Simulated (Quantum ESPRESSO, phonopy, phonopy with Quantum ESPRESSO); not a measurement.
# Grüneisen parameters and expansion of BAs (F-43m), part 9 of 9

Wanted: mode Grüneisen parameters of BAs and a free-energy fit over volumes.

Measurements to reproduce:
- volume expansion coefficient 11.55 1e-6/K near room temperature (given in “Basic Physical Properties of Cubic Boron Arsenide (three times its linear coefficient)”, 2019, arxiv:1911.11281)
- volume expansion coefficient 10.8 1e-6/K near room temperature (given in “Thermal expansion coefficients of high thermal conducting BAs and BP materials (three times its linear coefficient)”, 2019, arxiv:1906.04101)

Quantum ESPRESSO 7.5; DFT PBE+D3(BJ), scalar-relativistic, plane waves, GBRV ultrasoft pseudopotentials.

So far. Step 30 (Ground state at this cell, V/V0 1.05): The run ends at a pressure of -6.14 GPa. Step 33 (Zone-centre response): The Born charges sum to zero within 0.0040 e; the rest is removed before use. Acoustic frequencies in this log differ from zero by the error of the sum rule, which ph.x does not impose.

## (35) Phonons, V/V0 1.05

This step: DFT PBE+D3(BJ), scalar-relativistic, plane waves, GBRV ultrasoft pseudopotentials (phonopy with Quantum ESPRESSO 4.10.0 / 7.5).

Elapsed: 13 min, on 8 threads of Arm Neoverse V2, shared host; 1.7 h of CPU time.

Phonopy, LO-TO term from ph.x's tensors. The phonon branches at the labelled points (cm⁻¹):

```tsv
point	branch 1	branch 2	branch 3	branch 4	branch 5	branch 6
Γ	0	0	0	665	665	667
halfway	147	147	220	628	628	684
X	187	187	303	577	577	693
halfway	187	204	296	579	582	687
U	184	236	276	584	593	675
jump to K	184	236	276	584	593	675
halfway	131	165	225	635	641	667
Γ	0	0	0	665	665	667
halfway	109	109	212	647	647	669
L	139	139	293	630	630	665
halfway	172	208	278	602	617	665
W	207	244	259	576	603	667
halfway	198	208	289	577	588	682
X	187	187	303	577	577	693
```

The phonon branches as a text plot (rows in cm⁻¹):

```
    678 |*******************    *********************************
    649 | ****              **********  ********
    620 |     ****          ****                *********
    592 |         **********                          ***********
    563 |                                                 *****
    534 |
    505 |
    476 |
    447 |
    418 |
    390 |
    361 |
    332 |
    303 |          ******                        ****        ****
    274 |         *      **                    **    ****  **
    245 |       **        ******             **         ****
    216 |     **       ***  **  *           *         ** *****
    188 |    *    **********  ** **                  * **    ****
    159 |     ****          *****          *      *****
    130 |  ***                  *****    **  *******
    101 |                        ****      **
     72 | ***                      ***  ***
     43 | *                          *  *
     14 |*                            **
         Γ           X  U|K            Γ         L        W     X
```

No mode is imaginary beyond numerical noise along the path. The highest zone-centre mode (no LO–TO term) moved by -4.9 % for a volume change of +5.0 %.

The time given is that of the 2 pw.x runs on displaced cells behind this step.

## (36) How the modes move with volume

This step: DFT PBE+D3(BJ), scalar-relativistic, plane waves, GBRV ultrasoft pseudopotentials (phonopy 4.10.0).

Numbers from this step:

- share of modes with a negative Grüneisen parameter: 0.022

Mean Grüneisen, by row:

```tsv
T (K)	heat-capacity-weighted mean	root mean square
50	0.293	0.422
100	0.438	0.579
200	0.644	0.79
300	0.761	0.896
500	0.841	0.962
800	0.871	0.986
```

Table of mean mode Grueneisen parameter by wavenumber:

```tsv
wavenumber (cm⁻¹)	mean mode Grueneisen parameter
12	-
37	0.161
61	0.313
85	0.231
110	0.275
134	0.149
159	0.188
183	0.277
207	0.553
232	0.675
256	0.875
281	1.01
305	1.04
329	1.02
354	-
378	-
403	-
427	-
451	-
476	-
500	-
525	-
549	-
573	-
598	-
622	1.45
647	1.3
671	1.19
695	1.15
720	1.2
```

Volume series, by row:

```tsv
V/V0	V (Å³/atom)	pressure (GPa)	E - E0 (meV/atom)	gap (eV)	zero-point energy (meV/atom)	lowest on the path (cm⁻¹)	highest at Gamma without the LO-TO term (cm⁻¹)
0.97	13.2	4.534	5.766	1.155	84.69	0	720.7
0.985	13.41	2.179	1.438	1.171	83.29	0	709.7
1	13.61	0.001	0	1.188	81.92	0	698.9
1.015	13.81	-2.015	1.235	1.203	80.59	0	688.4
1.03	14.02	-3.877	4.94	1.219	79.28	0	678.1
1.05	14.29	-6.142	13.41	1.238	77.57	0	664.7
```

Optical frequency at Gamma without the LO-TO term, mode 4 against V/V0:

```tsv
V/V0	optical frequency at Gamma without the LO-TO term, mode 4 (cm⁻¹)
0.9700	721
0.9850	710
1.0000	699
1.0150	688
1.0300	678
1.0500	665
```

Grüneisen at points, by row:

```tsv
point	branch	frequency (cm⁻¹)	mode Grüneisen parameter
Γ	4	698.9	1.02
Γ	6	702.7	1.07
X	1	188.3	0.07
X	3	319.3	1.02
X	4	623.4	1.52
X	6	731.3	1.11
U	1	185.4	0.06
U	2	243.1	0.6
U	3	290.2	1
U	4	627	1.42
U	5	636.6	1.41
U	6	717.6	1.23
K	1	185.4	0.06
K	2	243.1	0.6
K	3	290.2	1
K	4	627	1.42
K	5	636.6	1.41
K	6	717.6	1.23
L	1	138	-0.15
L	3	310.4	1.13
L	4	669.7	1.22
L	6	704.4	1.18
W	1	212.5	0.48
W	2	248.8	0.37
W	3	273.9	1.1
W	4	622.6	1.53
W	5	640.8	1.25
W	6	712.2	1.31
```

## (37) Quasi-harmonic fit by phonopy

This step gave:

- volume expansion coefficient at 300 K: 11.9 1e-6/K
- isothermal bulk modulus at 300 K: 135 GPa
- C_P at 300 K: 17.17 J/mol-atom/K
- Grüneisen parameter at 300 K: 0.776

Table of energy (each curve on its own zero) by volume; values in meV/atom:

```tsv
volume (Å³/atom)	static	F at 0 K	F at 300 K	F at 900 K
13.202	5.77	9.23	9.9	14.3
13.406	1.44	3.5	3.93	6.63
13.610	0	0.7	0.87	1.86
13.814	1.23	0.6	0.5	-0.23
14.018	4.94	3	2.61	0.13
14.290	13.4	9.76	8.98	4.12
```

Phonopy-qha, vinet fit of F(V) at each temperature; no electronic free energy. Qha vinet, by row:

```tsv
T (K)	fitted volume (Å³/atom)	alpha_V (1e-6/K)	B_T (GPa)	C_P (J/mol-atom/K)	Grueneisen
100	13.72	2.63	136.4	6.454	0.4564
150	13.72	4.98	136.2	9.899	0.5663
200	13.73	7.5	135.9	12.77	0.6604
250	13.73	9.88	135.5	15.21	0.7293
300	13.74	11.9	135	17.17	0.776
350	13.75	13.52	134.5	18.7	0.8079
400	13.76	14.8	133.9	19.89	0.8301
450	13.77	15.82	133.3	20.8	0.8463
500	13.78	16.65	132.8	21.53	0.8584
550	13.79	17.33	132.2	22.1	0.8678
600	13.8	17.89	131.5	22.57	0.8753
650	13.82	18.37	130.9	22.95	0.8814
700	13.83	18.79	130.3	23.26	0.8866
750	13.84	19.15	129.6	23.53	0.8911
800	13.86	19.48	129	23.76	0.895
850	13.87	19.77	128.3	23.95	0.8985
```

Table of volume expansion coefficient, phonopy-qha, Vinet by temperature:

temperature (K), volume expansion coefficient, phonopy-qha, Vinet (1e-6/K) and a bar:
```
       75        1.5 
      100        2.6 ##
      125        3.8 ####
      150        5.0 ######
      175        6.2 ########
      200        7.5 ##########
      225        8.7 ############
      250        9.9 ##############
      275       10.9 ###############
      300       11.9 #################
      325       12.8 ##################
      350       13.5 ####################
      375       14.2 #####################
      400       14.8 ######################
      425       15.3 #######################
      450       15.8 #######################
      475       16.3 ########################
      500       16.6 #########################
      525       17.0 #########################
      550       17.3 ##########################
      575       17.6 ##########################
      600       17.9 ###########################
      625       18.1 ###########################
      650       18.4 ###########################
      675       18.6 ############################
      700       18.8 ############################
      725       19.0 ############################
      750       19.1 #############################
      775       19.3 #############################
      800       19.5 #############################
      825       19.6 ##############################
      850       19.8 ##############################
      875       19.9 ##############################
```

The fit gives a volume expansion of 11.9 × 10⁻⁶/K at 300 K.

## (38) Summary of results

```
volume expansion coefficient at 300 K  : 11.9 1e-6/K
isothermal bulk modulus at 300 K       : 135 GPa
C_P at 300 K                           : 17.17 J/mol-atom/K
Grüneisen parameter at 300 K           : 0.776
mean mode Grüneisen parameter at 300 K : 0.761
```

What this shows: Near room temperature BAs expands by 11.9 × 10⁻⁶/K in volume by PBE+D3(BJ), with C_P = 17.2 J/(mol K) per mole of atoms and B_T = 135 GPa. C_P at room temperature is 69 % of the classical 3R an atom, so the stiffest modes are still partly frozen out. A measured volume expansion coefficient near room temperature is 11.55 1e-6/K (arxiv:1911.11281); the calculated 11.9 1e-6/K differs by +3 %. The heat-capacity-weighted Grüneisen parameter goes from 0.293 at 50 K to 0.871 at 800 K; 2 % of the modes stiffen on expansion. Weighting γ by the density of states and each mode's heat capacity at 300 K, modes below 250 cm⁻¹ give about 23 % of the sum of γC that drives the expansion, those up to 500 cm⁻¹ 23 % and the rest 54 %. Among the labelled points γ is largest for branch 4 at W (623 cm⁻¹, 1.5) and most negative for branch 1 at L (138 cm⁻¹, -0.15). The supercell is 8.4 Å across at its narrowest and was not tested against a larger one: only its own wavevectors are exact, and acoustic branches between them, with the entropy at low temperature, can be off.

[Logs are printed without paths, hosts, clocks, repeated set-up lines and the standing remarks that a program may print on its own settings, such as how far it seeks lower states.]

[Hosts, paths, dates, database ids (printed as entryN), source tags and the programs' standing remarks are cut or masked in the printed files.]

[A step with changed settings may run another functional than the one named; its input shows which.]

[Of the runs on displaced cells, only some may be shown.]
